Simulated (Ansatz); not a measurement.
## Cl on Nb(110): change of the work function

Aim: the work function of Nb(110) at several coverages of Cl (longbridge site), and the dipole that each adsorbate carries.

Program: Ansatz 0.2.0. Level of theory: plane-wave DFT, r2SCAN, Ansatz PAW. Results are calculated unless marked as measured.

## (1) Starting point

The cell holds 4 atoms: 4 Nb. Its edges and angles: a = 2.858 Å, b = 2.858 Å, c = 25.000 Å, α = 90.0°, β = 90.0°, γ = 70.5°. Vacuum lies along c.

## (2) The clean slab

The bare slab comes first, as the zero from which every change is counted. The two lowest layers are held at bulk places and the upper ones relax. The dipole correction removes the false field that a one-sided slab makes across the periodic vacuum, so each face gets a flat vacuum level of its own.

The input, input.yaml:

```yaml
crystal:
  lattice:
    - [2.3334523779, -1.65, 0.0]
    - [2.3334523779, 1.65, 0.0]
    - [0.0, 0.0, 25.0003571337]
  atoms:
    - { symbol: Nb, position: [0.0, 0.0, 0.3599948573] }
    - { symbol: Nb, position: [0.5, 0.5, 0.4533316191] }
    - { symbol: Nb, position: [0.0, 0.0, 0.5466683809] }
    - { symbol: Nb, position: [0.5, 0.5, 0.6400051427] }
kpoints:
  mp_grid: { grid: [11, 11, 1] }
hamiltonian:
  xc: r2scan
scf:
  occupations: { method: fermi_dirac, width: 0.1 }
  convergence: { dr2_threshold: 1.0e-08 }
efield:
  axis: 3
  dipole_correction: true
  ramp_position: 0.97
  ramp_width: 0.06
relax:
  f_tol: 0.02
  max_steps: 60
  constraints: [{ sites: [0, 1] }]
output:
  write_potential: true
  write_density: true
  volumetric_format: npy
```

The run is started by

```sh
$ ansatz run input.yaml --threads 4 --pin off --max-ram 12288MiB --backend cpu --events-out ev --progress --plain --runs-dir out
```

Numbers of over 12 decimals in the logs are rounded to 6 here.

The log of the run:

```text
Engine: ansatz 0.2.0, aarch64-unknown-linux-gnu
Pseudopotentials: kind: paw
Pseudopotential: Nb, paw, valence charge 13, recommended cutoff 500 eV (meta_gga), Nb.paw.azcp
Functional definition: r2SCAN
  parameter k0 = 0.174
  parameter k1 = 0.065
  parameter a1 = 4.9479
  exchange = r2scan_x(k0 = k0, k1 = k1, a1 = a1)
  correlation = r2scan_c
Crystal: 4 atoms, lattice volume = 192.513 Å³
Basis set: ecut = 500 eV, 4869 PW (Γ), exchange–correlation on 96×96×768 points (64 copies of the dense FFT grid, shifted against one another)
Bands: 32, of which v1, the nominal top of the filled ones, is band 26 counted from 1 (25 counted from 0)
Symmetry: 4 space group operations
k-points: 36 of 121
Non-local potential: Nb, projectors of the file, l = 0: 3, l = 1: 2, l = 2: 2, l = 3: 1
PAW form: soft (Blöchl's): semilocal exchange-correlation on the pseudo side does not see the compensation charge
PAW frozen core: Nb, regenerated for the run's functional (the file was generated under x = pbe(κ = 0.804, μ = 0.219515), c = pbe(β = 0.066725))
PAW one-centre angular grid: Nb, 590 points (default); XC on 160 Gauss nodes
Initial density: superposition of atomic densities (neutral atoms: chi_scale 0, normalization atom), corrected by the library's trained network
Initial wavefunctions: pseudopotential atomic-orbital guess
Functional: x = r2scan, c = r2scan; τ floored in thin density (d = 2e-4 eV/Å³)
SCF iter   1: F=—  HF=-18252.556814 eV  |F-HF|=—  |Δ(HF+E_count)|=         —  Δρ=1.15e-2  dr2=3.65e0  dr2_τ=7.79e-2  ethr=1.77e-3  p=0.000 e·Å  D=7.40e-14 V/Å  ΔV_dip=-0.00 eV  dr2_dipole=3.54e-12  V_vac-E_F(+/−)=4.87/4.87 eV  ⟨swp⟩=7.8  Hψ=5654  notcnv=0
efield: sawtooth ramp at fractional position 0.9700 (set: `efield.ramp_position`, or a place that a band, a saddle search or an elastic batch's reference lends), width 0.0600; the density the first Hamiltonian is built on has a dipole p = 0.000 e·Å; the dipole correction subtracts the counter field D = 7.40e-14 V/Å, which shifts the + side's vacuum level by -0.00 eV against the − side's; the planar-averaged density in the ramp window peaks in size at 1.6e-6 e/Å³
preconditioner: auto → LDOS  [metal: Δε(μ)=0.017 eV  Ē_g=3.595 eV  σ=0.100 eV  W_gap=0.04  n_scr=16 (ndim 8)  ℏωp=12.0 eV  f_vac=0.549  D(μ)=5.28/eV (n_scr^D=16)  β→1.0]
SCF iter   2: F=—  HF=-18252.428634 eV  |F-HF|=—  |Δ(HF+E_count)|=   1.28e-1  Δρ=3.23e-3  dr2=1.20e-1  dr2_τ=2.79e-2  ethr=1.77e-3  p=-0.000 e·Å  D=-2.63e-5 V/Å  ΔV_dip=0.00 eV  dr2_dipole=4.22e-8  V_vac-E_F(+/−)=4.55/4.55 eV  ⟨swp⟩=2.2  Hψ=1644  notcnv=0
SCF iter   3: F=—  HF=-18252.441861 eV  |F-HF|=—  |Δ(HF+E_count)|=   1.32e-2  Δρ=8.70e-4  dr2=1.33e-2  dr2_τ=1.14e-4  ethr=2.31e-4  p=-0.000 e·Å  D=-4.45e-7 V/Å  ΔV_dip=0.00 eV  dr2_dipole=2.16e-8  V_vac-E_F(+/−)=4.63/4.63 eV  ⟨swp⟩=2.2  Hψ=1470  notcnv=0
SCF iter   4: F=—  HF=-18252.441887 eV  |F-HF|=—  |Δ(HF+E_count)|=   2.64e-5  Δρ=3.09e-4  dr2=3.54e-4  dr2_τ=2.76e-5  ethr=2.55e-5  p=-0.000 e·Å  D=-1.07e-6 V/Å  ΔV_dip=0.00 eV  dr2_dipole=4.03e-10  V_vac-E_F(+/−)=4.61/4.61 eV  ⟨swp⟩=1.9  Hψ=1326  notcnv=0
SCF iter   5: F=—  HF=-18252.441862 eV  |F-HF|=—  |Δ(HF+E_count)|=   2.48e-5  Δρ=6.33e-5  dr2=8.62e-6  dr2_τ=4.51e-7  ethr=6.81e-7  p=-0.000 e·Å  D=-2.12e-7 V/Å  ΔV_dip=0.00 eV  dr2_dipole=3.46e-11  V_vac-E_F(+/−)=4.61/4.61 eV  ⟨swp⟩=2.9  Hψ=2209  notcnv=0
SCF iter   6: F=—  HF=-18252.441860 eV  |F-HF|=—  |Δ(HF+E_count)|=   1.63e-6  Δρ=2.12e-5  dr2=4.16e-6  dr2_τ=9.46e-8  ethr=1.66e-8  p=-0.000 e·Å  D=-4.53e-7 V/Å  ΔV_dip=0.00 eV  dr2_dipole=2.72e-11  V_vac-E_F(+/−)=4.61/4.61 eV  ⟨swp⟩=3.0  Hψ=2551  notcnv=0
SCF iter   7: F=—  HF=-18252.441860 eV  |F-HF|=—  |Δ(HF+E_count)|=   2.39e-7  Δρ=6.74e-6  dr2=1.99e-7  dr2_τ=1.01e-8  ethr=8.00e-9  p=-0.000 e·Å  D=-1.37e-7 V/Å  ΔV_dip=0.00 eV  dr2_dipole=1.18e-12  V_vac-E_F(+/−)=4.61/4.61 eV  ⟨swp⟩=2.1  Hψ=1615  notcnv=0
SCF iter   8: F=—  HF=-18252.441860 eV  |F-HF|=—  |Δ(HF+E_count)|=   4.79e-8  Δρ=2.43e-6  dr2=2.19e-8  dr2_τ=2.79e-9  ethr=3.83e-10  p=-0.000 e·Å  D=-6.61e-8 V/Å  ΔV_dip=0.00 eV  dr2_dipole=4.46e-14  V_vac-E_F(+/−)=4.61/4.61 eV  ⟨swp⟩=2.9  Hψ=2210  notcnv=0
SCF iter   9: F=-18252.441860 eV  HF=-18252.441860 eV  |F-HF|=1.38e-9  |Δ(HF+E_count)|=   2.98e-9  Δρ=7.19e-7  dr2=3.99e-9  dr2_τ=2.09e-10  ethr=1.92e-11  p=-0.000 e·Å  D=-1.79e-8 V/Å  ΔV_dip=0.00 eV  dr2_dipole=8.04e-15  V_vac-E_F(+/−)=4.61/4.61 eV  ⟨swp⟩=10.0  Hψ=8064  notcnv=0
SCF 1 converged in 9 iterations: F = -18252.441860 eV  dr2 = 3.99e-9
  greatest PAW one-centre occupation: 1.000 electrons in one spin orbital (limit 2), on the Nb atom at site 1 (counted from 0), in its partial waves of l = 0
relax step   1: F+E_penalty+E_count = -18252.44186023 eV  Δ(F+E_penalty+E_count) = +0.000e0 eV  max|allowed force component| = 4.059e-1 eV/Å  Δτ_max = 0.0000 Å  (9 SCF iters, accepted)
Initial density: handed on by an earlier stage of this run
Initial wavefunctions: those handed on with the density
SCF iter   1: F=—  HF=-18252.179821 eV  |F-HF|=—  |Δ(HF+E_count)|=         —  Δρ=1.21e-2  dr2=1.92e0  dr2_τ=3.08e0  ethr=3.10e-3  p=0.000 e·Å  D=1.73e-7 V/Å  ΔV_dip=-0.00 eV  dr2_dipole=3.89e-1  V_vac-E_F(+/−)=4.62/4.62 eV  ⟨swp⟩=4.8  Hψ=3100  notcnv=1
efield: sawtooth ramp at fractional position 0.9700 (set: `efield.ramp_position`, or a place that a band, a saddle search or an elastic batch's reference lends), width 0.0600; the density the first Hamiltonian is built on has a dipole p = 0.000 e·Å; the dipole correction subtracts the counter field D = 1.73e-7 V/Å, which shifts the + side's vacuum level by -0.00 eV against the − side's; the planar-averaged density in the ramp window peaks in size at 5.2e-7 e/Å³
preconditioner: auto → LDOS  [metal: Δε(μ)=0.014 eV  Ē_g=3.646 eV  σ=0.100 eV  W_gap=0.03  n_scr=16 (ndim 8)  ℏωp=12.0 eV  f_vac=0.555  D(μ)=4.54/eV (n_scr^D=16)  β→1.0]
SCF iter   2: F=—  HF=-18252.468167 eV  |F-HF|=—  |Δ(HF+E_count)|=   2.88e-1  Δρ=6.63e-3  dr2=7.07e-1  dr2_τ=2.73e-2  ethr=3.10e-3  p=0.022 e·Å  D=2.04e-2 V/Å  ΔV_dip=-0.51 eV  dr2_dipole=1.81e-1  V_vac-E_F(+/−)=4.14/4.65 eV  ⟨swp⟩=2.1  Hψ=1992  notcnv=0
SCF iter   3: F=—  HF=-18252.437531 eV  |F-HF|=—  |Δ(HF+E_count)|=   3.06e-2  Δρ=1.98e-3  dr2=7.28e-2  dr2_τ=9.51e-4  ethr=1.36e-3  p=0.009 e·Å  D=8.72e-3 V/Å  ΔV_dip=-0.22 eV  dr2_dipole=2.34e-2  V_vac-E_F(+/−)=4.43/4.65 eV  ⟨swp⟩=2.2  Hψ=1706  notcnv=0
[...]
relax step   4: F+E_penalty+E_count = -18252.46549675 eV  Δ(F+E_penalty+E_count) = -7.086e-5 eV  max|allowed force component| = 4.042e-2 eV/Å  Δτ_max = 0.0157 Å  (7 SCF iters, accepted)
SCF iter   1: F=—  HF=-18252.460820 eV  |F-HF|=—  |Δ(HF+E_count)|=         —  Δρ=5.92e-4  dr2=7.59e-3  dr2_τ=8.42e-3  ethr=1.56e-4  p=0.003 e·Å  D=2.42e-3 V/Å  ΔV_dip=-0.06 eV  dr2_dipole=9.89e-4  V_vac-E_F(+/−)=4.56/4.62 eV  ⟨swp⟩=1.6  Hψ=1798  notcnv=0
efield: sawtooth ramp at fractional position 0.9700 (set: `efield.ramp_position`, or a place that a band, a saddle search or an elastic batch's reference lends), width 0.0600; the density the first Hamiltonian is built on has a dipole p = 0.003 e·Å; the dipole correction subtracts the counter field D = 2.42e-3 V/Å, which shifts the + side's vacuum level by -0.06 eV against the − side's; the planar-averaged density in the ramp window peaks in size at 5.1e-7 e/Å³
preconditioner: auto → LDOS  [metal: Δε(μ)=0.014 eV  Ē_g=3.548 eV  σ=0.100 eV  W_gap=0.04  n_scr=16 (ndim 8)  ℏωp=12.0 eV  f_vac=0.551  D(μ)=4.98/eV (n_scr^D=16)  β→1.0]
SCF iter   2: F=—  HF=-18252.465637 eV  |F-HF|=—  |Δ(HF+E_count)|=   4.82e-3  Δρ=2.70e-4  dr2=4.12e-4  dr2_τ=4.47e-5  ethr=1.46e-5  p=0.002 e·Å  D=2.20e-3 V/Å  ΔV_dip=-0.06 eV  dr2_dipole=5.31e-5  V_vac-E_F(+/−)=4.57/4.62 eV  ⟨swp⟩=2.5  Hψ=2236  notcnv=0
SCF iter   3: F=—  HF=-18252.465664 eV  |F-HF|=—  |Δ(HF+E_count)|=   2.66e-5  Δρ=8.66e-5  dr2=5.69e-5  dr2_τ=3.29e-6  ethr=7.92e-7  p=0.003 e·Å  D=2.50e-3 V/Å  ΔV_dip=-0.06 eV  dr2_dipole=6.81e-6  V_vac-E_F(+/−)=4.56/4.62 eV  ⟨swp⟩=2.2  Hψ=1714  notcnv=0
SCF iter   4: F=—  HF=-18252.465664 eV  |F-HF|=—  |Δ(HF+E_count)|=   2.66e-7  Δρ=3.35e-5  dr2=6.66e-6  dr2_τ=4.83e-7  ethr=1.09e-7  p=0.003 e·Å  D=2.44e-3 V/Å  ΔV_dip=-0.06 eV  dr2_dipole=2.06e-7  V_vac-E_F(+/−)=4.56/4.62 eV  ⟨swp⟩=2.4  Hψ=2012  notcnv=0
SCF iter   5: F=—  HF=-18252.465657 eV  |F-HF|=—  |Δ(HF+E_count)|=   6.99e-6  Δρ=8.46e-6  dr2=3.48e-7  dr2_τ=1.11e-8  ethr=1.28e-8  p=0.003 e·Å  D=2.47e-3 V/Å  ΔV_dip=-0.06 eV  dr2_dipole=6.47e-8  V_vac-E_F(+/−)=4.56/4.62 eV  ⟨swp⟩=2.2  Hψ=1753  notcnv=0
SCF iter   6: F=—  HF=-18252.465657 eV  |F-HF|=—  |Δ(HF+E_count)|=   1.04e-7  Δρ=2.64e-6  dr2=1.90e-8  dr2_τ=2.01e-9  ethr=6.69e-10  p=0.003 e·Å  D=2.47e-3 V/Å  ΔV_dip=-0.06 eV  dr2_dipole=2.28e-9  V_vac-E_F(+/−)=4.56/4.62 eV  ⟨swp⟩=2.4  Hψ=1810  notcnv=0
SCF iter   7: F=-18252.465657 eV  HF=-18252.465657 eV  |F-HF|=2.61e-9  |Δ(HF+E_count)|=   7.41e-9  Δρ=7.24e-7  dr2=5.04e-9  dr2_τ=2.33e-10  ethr=1.92e-11  p=0.003 e·Å  D=2.48e-3 V/Å  ΔV_dip=-0.06 eV  dr2_dipole=2.18e-10  V_vac-E_F(+/−)=4.56/4.62 eV  ⟨swp⟩=10.0  Hψ=8062  notcnv=0
SCF 5 converged in 7 iterations: F = -18252.465657 eV  dr2 = 5.04e-9
relax step   5: F+E_penalty+E_count = -18252.46565727 eV  Δ(F+E_penalty+E_count) = -1.605e-4 eV  max|allowed force component| = 1.481e-3 eV/Å  Δτ_max = 0.0081 Å  (7 SCF iters, accepted)
NSCF: frozen V_eff on 36 k-points
the band table was solved once a step of the walk had ended and its energy, with any forces and stress, was formed, with the checks that follow a solve (5591 applications of the Hamiltonian). They found nothing against the state; the energy, forces and stress were not computed again (output.eigenvalues in the input reference)
iter 1 solved again at ethr=9.60e-12 eV; its pass at ethr=3.10e-3 eV (dr2=4.99e-9 eV) is discarded
SCF iter   1: F=—  HF=-18252.465657 eV  |F-HF|=—  |Δ(HF+E_count)|=         —  Δρ=7.24e-7  dr2=5.04e-9  dr2_τ=2.33e-10  ethr=9.60e-12  p=0.003 e·Å  D=2.48e-3 V/Å  ΔV_dip=-0.06 eV  dr2_dipole=2.18e-10  V_vac-E_F(+/−)=4.56/4.62 eV  ⟨swp⟩=1.0  Hψ=5329  notcnv=0
efield: sawtooth ramp at fractional position 0.9700 (kept from the solve that this one continues, or follows in the run), width 0.0600; the density the first Hamiltonian is built on has a dipole p = 0.003 e·Å; the dipole correction subtracts the counter field D = 2.48e-3 V/Å, which shifts the + side's vacuum level by -0.06 eV against the − side's; the planar-averaged density in the ramp window peaks in size at 5.1e-7 e/Å³
preconditioner: auto → LDOS  [metal: Δε(μ)=0.014 eV  Ē_g=3.549 eV  σ=0.100 eV  W_gap=0.04  n_scr=16 (ndim 8)  ℏωp=12.0 eV  f_vac=0.551  D(μ)=4.96/eV (n_scr^D=16)  β→1.0]
SCF iter   2: F=-18252.465657 eV  HF=-18252.465657 eV  |F-HF|=1.06e-9  |Δ(HF+E_count)|=  5.97e-10  Δρ=4.67e-7  dr2=1.79e-9  dr2_τ=4.34e-11  ethr=9.60e-12  p=0.003 e·Å  D=2.48e-3 V/Å  ΔV_dip=-0.06 eV  dr2_dipole=1.20e-10  V_vac-E_F(+/−)=4.56/4.62 eV  ⟨swp⟩=9.1  Hψ=7397  notcnv=0
SCF 6 converged in 2 iterations: F = -18252.465657 eV  dr2 = 1.79e-9
NSCF: frozen V_eff on 36 k-points
the band table was solved once a step of the walk had ended and its energy, with any forces and stress, was formed, with the checks that follow a solve (5400 applications of the Hamiltonian). They found nothing against the state; the energy, forces and stress were not computed again (output.eigenvalues in the input reference)
WARN: The output density's exchange-correlation potential varies sharply where the density is thin. Do not read a vacuum level from v_tot or v_xc, or from such a field of the output density. On a cell that repeats whose density bears no net charge and no dipole along the vacuum's axis use v_es (v_loc + v_h of the components); under efield.dipole_correction with no amplitude use v_es + v_field, which holds any externa [...]
SCF converged after 2 iterations
Free energy (F): -18252.465657 eV
Harris-Foulkes:  -18252.465657 eV  (|F-HF|=1.06e-9)
Internal energy: -18252.300728 eV  (E = F + TS)
E sigma→0 (E₀):  -18252.383193 eV
Entropy (-TS):   -0.164929 eV (-41.232 meV/atom)
Fermi energy:    3.940062 eV
Dipole field:    D = 0.002468 V/Å  (p = 0.002626 e·Å, saw-weighted, corrected)
Work function:   Φ+ = 4.5592 eV   Φ− = 4.6209 eV
Levels:          The Fermi level and band energies are counted from a zero that moves with the ramp; work functions are not
--- Per-component energies (eV) ---
  E_band       = -1036.182688
  E_kinetic    = 1571.504491
  E_local      = -56639.915521  (includes V_loc(G=0)·N_el)
  E_nonlocal   = 480.089969
  E_hartree    = 27434.254121
  E_xc         = -675.304960
  E_vxc        = -942.577996  (∫ρ·V_xc dr)
  E_paw        = -12361.348316  (= ΣΔE_a)
  E_vpaw       = -433.571278  (= ΣTr[D̂ρ^β])
  E_aug_tail   = 0.000016  (compensation charges beyond the density's cutoff)
  E_vtau       = 59.772402  (kinetic-family band-sum trace: ∫τ·v_τ [+ j·A + Jᵃ·Aᵃ] dr)
  E_efield     = 0.000003  (sawtooth field / dipole correction)
  E_vefield    = 0.002559  (∫n·V_field dr)
  E_ewald      = 21939.189190
  E_core_change = -0.769723  (= ΣΔE_core)
  E_smearing   = -0.164929  (= −TS)
  E_closure    = -0.000000  (closes the sum)
  Σ components = -18252.465657   (vs F -18252.465657, Δ=0.00e0)
--- Forces (eV/Å), atoms counted from 1 ---
  atom   1  Nb     0.00000000     0.00000000     0.43584206
  atom   2  Nb     0.00000000     0.00000000    -0.43796670
  atom   3  Nb     0.00000000     0.00000000     0.00148211
  atom   4  Nb     0.00000000     0.00000000     0.00065035
  max |Σ_I F_I| component: 7.83e-6 eV/Å
--- Band table (eV; the first three rows and the last of 36) ---
  k-point 0: bands = [... 22 lower, 3.3968, 3.4621, 3.6634, 4.0869, 4.1973, 4.5960, 4.6155, 5.6599, ... 2 higher]
  k-point 1: bands = [... 22 lower, 3.3224, 3.3988, 3.6085, 3.9941, 4.2371, 4.3631, 4.7465, 5.1744, ... 2 higher]
  k-point 2: bands = [... 22 lower, 3.0727, 3.2531, 3.4877, 3.6459, 3.7378, 4.2727, 4.9723, 5.1602, ... 2 higher]
  k-point 35: bands = [... 22 lower, 2.4483, 3.2537, 3.5761, 5.2707, 5.5808, 6.4589, 6.5551, 6.6540, ... 2 higher]
--- Relaxed structure (5 steps of the walk, 4 accepted, 0 SCFs on fresh bases) ---
  F+E_penalty+E_count = -18252.46565727 eV   max|allowed force component| = 1.481e-3 eV/Å
  atoms:
    - { symbol: Nb, position: [0.0, 0.0, 0.359995] }
    - { symbol: Nb, position: [0.5, 0.5, 0.4533316191] }
    - { symbol: Nb, position: [0.0, 0.0, 0.547282] }
    - { symbol: Nb, position: [0.5, 0.5, 0.636209] }
```

It took 57 s on 4 threads of Arm Neoverse V1, shared host; peak memory 0.91 GiB.

Step by step:

| step | energy less that of the first step (eV) | largest force component (eV/Å) |
| --- | --- | --- |
| 1 | 0.0000 | 0.4059 |
| 2 | 0.0065 | 0.6088 |
| 3 | -0.0236 | 0.0611 |
| 4 | -0.0236 | 0.0404 |
| 5 | -0.0238 | 0.0015 |

Relaxation step 2 was tried and not accepted.

The run keeps the 4 symmetry operations that it works with, so distortions that break them were not tested.

The atoms that moved most (Å):

| atom | dx | dy | dz | length |
| --- | --- | --- | --- | --- |
| Nb4 | 0.000 | 0.000 | -0.095 | 0.095 |
| Nb3 | 0.000 | 0.000 | 0.015 | 0.015 |

This step gave:

```
energy at zero smearing        : -18252.3832 eV
work function, upper face      : 4.559 eV
work function, lower face      : 4.621 eV
dipole along the normal        : 0.002626 e·Å
step between the vacuum levels : -0.06171 eV
```

Running mean over 2.333 Å of the planar mean; the ramp of the sawtooth is left out. Electron's electrostatic potential energy less the Fermi level against z:

z (Å), electron's electrostatic potential energy less the Fermi level (eV) and a bar from the least value:
```
      3.0        4.6 ##############################
      3.5        4.6 ##############################
      4.0        4.6 ##############################
      4.5        4.6 ##############################
      5.0        4.6 ##############################
      5.5        4.6 ##############################
      6.0        4.4 ##############################
      6.5        4.0 #############################
      7.0        2.9 ###########################
      7.5       -0.5 #####################
      8.0       -5.8 ###########
      8.5       -9.8 ####
      9.0      -11.0 ##
      9.5      -11.0 ##
     10.0      -10.9 ##
     10.5      -10.9 ##
     11.0      -10.9 ##
     11.5      -10.9 ##
     12.0      -10.8 ##
     12.5      -10.7 ##
     13.0      -10.8 ##
     13.5      -10.9 ##
     14.0      -11.2 #
     14.5      -11.9 
     15.0      -12.0 
     15.5      -11.5 #
     16.0      -11.0 ##
     16.5       -9.4 #####
     17.0       -4.9 #############
     17.5        0.3 ######################
     18.0        3.1 ###########################
     18.5        4.1 #############################
     19.0        4.4 ##############################
     19.5        4.5 ##############################
     20.0        4.5 ##############################
     20.5        4.6 ##############################
     21.0        4.6 ##############################
     21.5        4.6 ##############################
     22.0        4.6 ##############################
```

The relaxation took 5 steps and lowered the energy by 0.024 eV; the largest force on the free atoms ends at 0.0015 eV/Å.

The work function of the upper face is 4.56 eV.

(Continued in part 2 of 5.)

[Logs are printed without paths, hosts, clocks, repeated set-up lines and the standing remarks that a program may print on its own settings, such as how far it seeks lower states.]

[Hosts, paths, dates, database ids (printed as entryN), source tags and the programs' standing remarks are cut or masked in the printed files.]

[Maps of the electrostatic potential energy from Ansatz leave out the sawtooth potential of an applied field or a dipole correction, so their vacuum need not be flat; planar profiles and work functions include it.]
